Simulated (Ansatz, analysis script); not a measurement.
# Cobalt: energy against the total moment, part 2 of 2

Aim: the energy of Cobalt as its total moment is fixed at a series of values, and its answer to a field.

Ansatz 0.2.0; PBE, PAW set soft_2.

So far. Step 4 (The non-magnetic reference): The free collinear run lies 492 meV below it. Step 6 (Total moment fixed at 0.466 μB): The energy is -35.1 meV from the state without spin, and the largest site carries 1.21 μB, while atom no. 2 (Co) stands against the total with -0.72 μB.

## 7. Total moment fixed at 0.931 μB

Level of this step: Ansatz DFT, collinear, total moment fixed by two Fermi levels; PBE, PAW default (Ansatz).

Contents of input.yaml:

```yaml
crystal:
  lattice:
    - [2.5074, 0.0, 0.0]
    - [-1.2537, 2.1714720974, 0.0]
    - [0.0, 0.0, 4.0699]
  atoms:
    - { symbol: Co, position: [0.3333333333, 0.6666666667, 0.25], spin: 0.4655 }
    - { symbol: Co, position: [0.6666666667, 0.3333333333, 0.75], spin: 0.4655 }
magnetization:
  spin_polarized: true
  initial_magnetization: 0.931
  spin_locking: { lock_magnetization: hard }
kpoints:
  mp_grid: { grid: [18, 18, 10] }
hamiltonian:
  xc: pbe
scf:
  occupations: { method: fermi_dirac, width: 0.05 }
  max_iter: 120
  convergence: { dr2_threshold: 1.0e-08 }
basis:
  ecutwfc: 420.0
```

Started as:

```
> ansatz run input.yaml --threads 1 --pin off --max-ram 2560MiB --backend cpu --events-out ev --progress --plain --runs-dir out
```

Numbers of over 12 decimals in the logs are rounded to 6 here.

The program printed:

```text
[...]
Crystal: 2 atoms, lattice volume = 22.160 Å³
Basis set: ecut = 420 eV, 415 PW (Γ)
Bands: 22, of which v1, the nominal top of the filled ones, is band 17 counted from 1 (16 counted from 0)
Symmetry: 24 space group operations
[...]
k-points: 222 of 3240
[...]
Starting moments: Σ|m| = 0.931 μB on 2 of 2 sites
[...]
k-point 0 ↑: bands = [... 13 lower, 16.7079, 16.7079, 16.7913, 16.7913, 17.9897, 18.1012, 18.1012, 24.6072, ... 1 higher]
  k-point 1 ↑: bands = [... 13 lower, 16.6211, 16.6211, 16.9003, 16.9003, 17.6369, 18.0984, 18.0984, 25.1771, ... 1 higher]
  k-point 2 ↑: bands = [... 13 lower, 16.5121, 16.5121, 16.9105, 17.0661, 17.0661, 18.0856, 18.0856, 26.5989, ... 1 higher]
  k-point 221 ↓: bands = [... 13 lower, 16.3045, 17.3762, 17.4708, 18.4955, 18.6728, 23.9985, 24.2463, 25.7131, ... 1 higher]
[key lines of the parts left out:]
SCF converged after 3 iterations
Magnetization: 0.9310 μB (17.4655 up, 16.5345 down)
Free energy (F): -10251.879853 eV
Fermi energy:    18.165512 (↑ 18.064842, ↓ 18.266183) eV
```

Run time: 2.6 min. Hardware: 1 thread of Arm Neoverse V1, shared host; peak memory 0.94 GiB.

The energy is -66.0 meV from the state without spin, and the largest site carries 1.19 μB, while atom no. 2 (Co) stands against the total with -0.21 μB.

## 8. Total moment fixed at 2.328 μB

input.yaml, the sections that differ from step 7:

```yaml
crystal:
  lattice:
    - [2.5074, 0.0, 0.0]
    - [-1.2537, 2.1714720974, 0.0]
    - [0.0, 0.0, 4.0699]
  atoms:
    - { symbol: Co, position: [0.3333333333, 0.6666666667, 0.25], spin: 1.164 }
    - { symbol: Co, position: [0.6666666667, 0.3333333333, 0.75], spin: 1.164 }
magnetization:
  spin_polarized: true
  initial_magnetization: 2.328
  spin_locking: { lock_magnetization: hard }
# kpoints, hamiltonian, scf, basis: as in step 7
```

The program printed:

```text
[...]
Crystal: 2 atoms, lattice volume = 22.160 Å³
Basis set: ecut = 420 eV, 415 PW (Γ)
Bands: 23, of which v1, the nominal top of the filled ones, is band 17 counted from 1 (16 counted from 0)
Symmetry: 24 space group operations
[...]
k-points: 222 of 3240
[...]
Starting moments: Σ|m| = 2.328 μB on 2 of 2 sites
[...]
Magnetization: 2.3280 μB (18.1640 up, 15.8360 down)
Absolute magnetization: 2.6535 μB (∫|ρ↑−ρ↓|, with the PAW one-centre terms)
[...]
Per-site moments (μB) at R_I (Å): [(1.236321, 1.030153), (1.236321, 1.030153)]
Free energy (F): -10252.130087 eV
[...]
Internal energy: -10252.091865 eV  (E = F + TS)
E sigma→0 (E₀):  -10252.110976 eV
Entropy (-TS):   -0.038223 eV (-19.111 meV/atom)
Fermi energy:    18.052722 (↑ 17.821355, ↓ 18.284089) eV
[...]
[key lines of the parts left out:]
SCF converged after 10 iterations
```

Elapsed: 15 s, on 1 thread; peak memory 0.43 GiB.

The energy is -316 meV from the state without spin, and the largest site carries 1.24 μB.

## 9. Total moment fixed at 4.19 μB

input.yaml, the sections that differ from step 8:

```yaml
crystal:
  lattice:
    - [2.5074, 0.0, 0.0]
    - [-1.2537, 2.1714720974, 0.0]
    - [0.0, 0.0, 4.0699]
  atoms:
    - { symbol: Co, position: [0.3333333333, 0.6666666667, 0.25], spin: 2.095 }
    - { symbol: Co, position: [0.6666666667, 0.3333333333, 0.75], spin: 2.095 }
magnetization:
  spin_polarized: true
  initial_magnetization: 4.19
  spin_locking: { lock_magnetization: hard }
# kpoints, hamiltonian, scf, basis: as in step 8
```

The program printed:

```text
[...]
Crystal: 2 atoms, lattice volume = 22.160 Å³
Basis set: ecut = 420 eV, 415 PW (Γ)
Bands: 24, of which v1, the nominal top of the filled ones, is band 17 counted from 1 (16 counted from 0)
Symmetry: 24 space group operations
[...]
k-points: 222 of 3240
[...]
Starting moments: Σ|m| = 4.19 μB on 2 of 2 sites
[...]
Magnetization: 4.1900 μB (19.0950 up, 14.9050 down)
Absolute magnetization: 4.2736 μB (∫|ρ↑−ρ↓|, with the PAW one-centre terms)
[...]
Per-site moments (μB) at R_I (Å): [(2.107310, 1.030153), (2.107310, 1.030153)]
Free energy (F): -10251.949686 eV
[...]
Internal energy: -10251.933067 eV  (E = F + TS)
E sigma→0 (E₀):  -10251.941377 eV
Entropy (-TS):   -0.016619 eV (-8.309 meV/atom)
Fermi energy:    18.804804 (↑ 19.592776, ↓ 18.016832) eV
[...]
[key lines of the parts left out:]
SCF converged after 11 iterations
```

It took 16 s on 1 thread; peak memory 0.44 GiB.

The energy is -136 meV from the state without spin, and the largest site carries 2.11 μB.

5 more runs differ from these in the same keys alone and are tabled below.

## 10. No field, tight threshold

A field gives a second route to the same curve. A thousand tesla shift each spin by 58 meV, and the threshold is tightened so that small induced moments are resolved.

Contents of input.yaml:

```yaml
crystal:
  lattice:
    - [2.5074, 0.0, 0.0]
    - [-1.2537, 2.1714720974, 0.0]
    - [0.0, 0.0, 4.0699]
  atoms:
    - { symbol: Co, position: [0.3333333333, 0.6666666667, 0.25], spin: 1.69 }
    - { symbol: Co, position: [0.6666666667, 0.3333333333, 0.75], spin: 1.69 }
magnetization:
  spin_polarized: true
kpoints:
  mp_grid: { grid: [18, 18, 10] }
hamiltonian:
  xc: pbe
scf:
  occupations: { method: fermi_dirac, width: 0.05 }
  max_iter: 120
  convergence: { dr2_threshold: 1.0e-10 }
basis:
  ecutwfc: 420.0
```

The program printed:

```text
[...]
Crystal: 2 atoms, lattice volume = 22.160 Å³
Basis set: ecut = 420 eV, 415 PW (Γ)
Bands: 23, of which v1, the nominal top of the filled ones, is band 17 counted from 1 (16 counted from 0)
Symmetry: 24 space group operations
[...]
k-points: 222 of 3240
[...]
Starting moments: Σ|m| = 3.38 μB on 2 of 2 sites
[...]
SCF converged after 12 iterations
Magnetization: 3.2227 μB (18.6114 up, 15.3886 down)
Absolute magnetization: 3.5725 μB (∫|ρ↑−ρ↓|, with the PAW one-centre terms)
[...]
Per-site moments (μB) at R_I (Å): [(1.691174, 1.030153), (1.691174, 1.030153)]
Free energy (F): -10252.305408 eV
[...]
Internal energy: -10252.291053 eV  (E = F + TS)
E sigma→0 (E₀):  -10252.298230 eV
Entropy (-TS):   -0.014355 eV (-7.177 meV/atom)
Fermi energy:    18.239668 eV
[...]
```

It took 17 s on 1 thread; peak memory 0.43 GiB.

The net moment is 3.22 μB a cell.

## 11. Field of 1500 T

Changes to input.yaml since step 10:

```diff
@@ -10,2 +10,3 @@
   spin_polarized: true
+  magnetic_field: 1500.0
 kpoints:
```

The program printed:

```text
[...]
Crystal: 2 atoms, lattice volume = 22.160 Å³
Basis set: ecut = 420 eV, 415 PW (Γ)
Bands: 23, of which v1, the nominal top of the filled ones, is band 17 counted from 1 (16 counted from 0)
Symmetry: 24 space group operations
[...]
k-points: 222 of 3240
[...]
Starting moments: Σ|m| = 3.38 μB on 2 of 2 sites
[...]
SCF converged after 11 iterations
Magnetization: 3.3602 μB (18.6801 up, 15.3199 down)
Absolute magnetization: 3.6847 μB (∫|ρ↑−ρ↓|, with the PAW one-centre terms)
[...]
Per-site moments (μB) at R_I (Å): [(1.754655, 1.030153), (1.754655, 1.030153)]
Free energy (F): -10252.590486 eV
[...]
Internal energy: -10252.574816 eV  (E = F + TS)
E sigma→0 (E₀):  -10252.582651 eV
Entropy (-TS):   -0.015670 eV (-7.835 meV/atom)
Fermi energy:    18.300283 eV
[...]
```

Run time: 15 s. Hardware: 1 thread; peak memory 0.41 GiB.

The net moment is 3.36 μB a cell.

2 more runs differ from these in the same keys alone and are tabled below.

## 12. Side runs that gave no result

| changed | outcome |
| --- | --- |
| hamiltonian.hubbard | cut off at the time limit |

## 13. E(M) and M(B)

The energy less the state without spin by total moment:

| total moment (μB/cell) | energy less the state without spin (meV/cell) |
| --- | --- |
| 0.00 | 0 |
| 0.47 | -35.1 |
| 0.93 | -66.0 |
| 1.40 | -129 |
| 1.86 | -215 |
| 2.33 | -316 |
| 2.79 | -425 |
| 3.26 | -491 |
| 3.72 | -403 |
| 4.19 | -136 |

The field that holds a moment is half the difference of the two Fermi levels over μB.

Table of field that holds the moment by total moment:

| total moment (μB/cell) | field that holds the moment (T) |
| --- | --- |
| 0.47 | -657 |
| 0.93 | -1739 |
| 1.40 | -2832 |
| 1.86 | -3531 |
| 2.33 | -3997 |
| 2.79 | -3900 |
| 3.26 | 526 |
| 3.72 | 7357 |
| 4.19 | 13613 |

Site moments:

| total (μB) | Co no. 1 (μB) | Co no. 2 (μB) |
| --- | --- | --- |
| 0.466 | 1.215 | -0.7226 |
| 0.931 | 1.195 | -0.2065 |
| 1.397 | 0.3521 | 1.134 |
| 1.862 | 0.9906 | 0.9906 |
| 2.328 | 1.236 | 1.236 |
| 2.793 | 1.479 | 1.479 |
| 3.259 | 1.708 | 1.708 |
| 3.724 | 1.915 | 1.915 |
| 4.19 | 2.107 | 2.107 |

The total moment by field:

| field (T) | total moment (μB/cell) |
| --- | --- |
| 0 | 3.22 |
| 300 | 3.24 |
| 600 | 3.27 |
| 1500 | 3.36 |

The curve does not join the state without spin smoothly (the slope dE/dM at the first moment does not lead to it, since local moments or a jump lie between), so that state is only the zero of energy, and no Stoner or Landau analysis is made.

## 14. What came out

| Item | Value |
| --- | --- |
| state of the free run | ferromagnetic |
| net moment of the free run | 3.22 μB |
| energy of the free run from the state without spin | -492 meV a cell |
| lowest of the fixed moments tried | M = 3.259 μB, -491 meV |
| dM/dB between 0 and 300 T | 0.0639 μB a cell per 1000 T |

**Reading.** At this level the system is magnetic: the free run keeps 1.69 μB on the largest site. No other order was typed. Among the fixed moments, E(M) falls 491 meV below the state without spin and is lowest near 3.259 μB on this grid. The field acts on spins alone. The 13 fixed-moment and field runs took 9.2 min of wall time, added up. Energies are free energies at a smearing of 0.05 eV, and with partly filled levels differences shift, at times strongly, as the smearing goes to zero.

[Logs and program files are shortened in this print: banners, set-up blocks, solver, clock and traceback lines can be left out without a mark of their own.]

[Logs are printed without paths, hosts, clocks, repeated set-up lines and the standing remarks that a program may print on its own settings, such as how far it seeks lower states.]

[Hosts, paths, dates, database ids (printed as entryN), source tags and the programs' standing remarks are cut or masked in the printed files.]
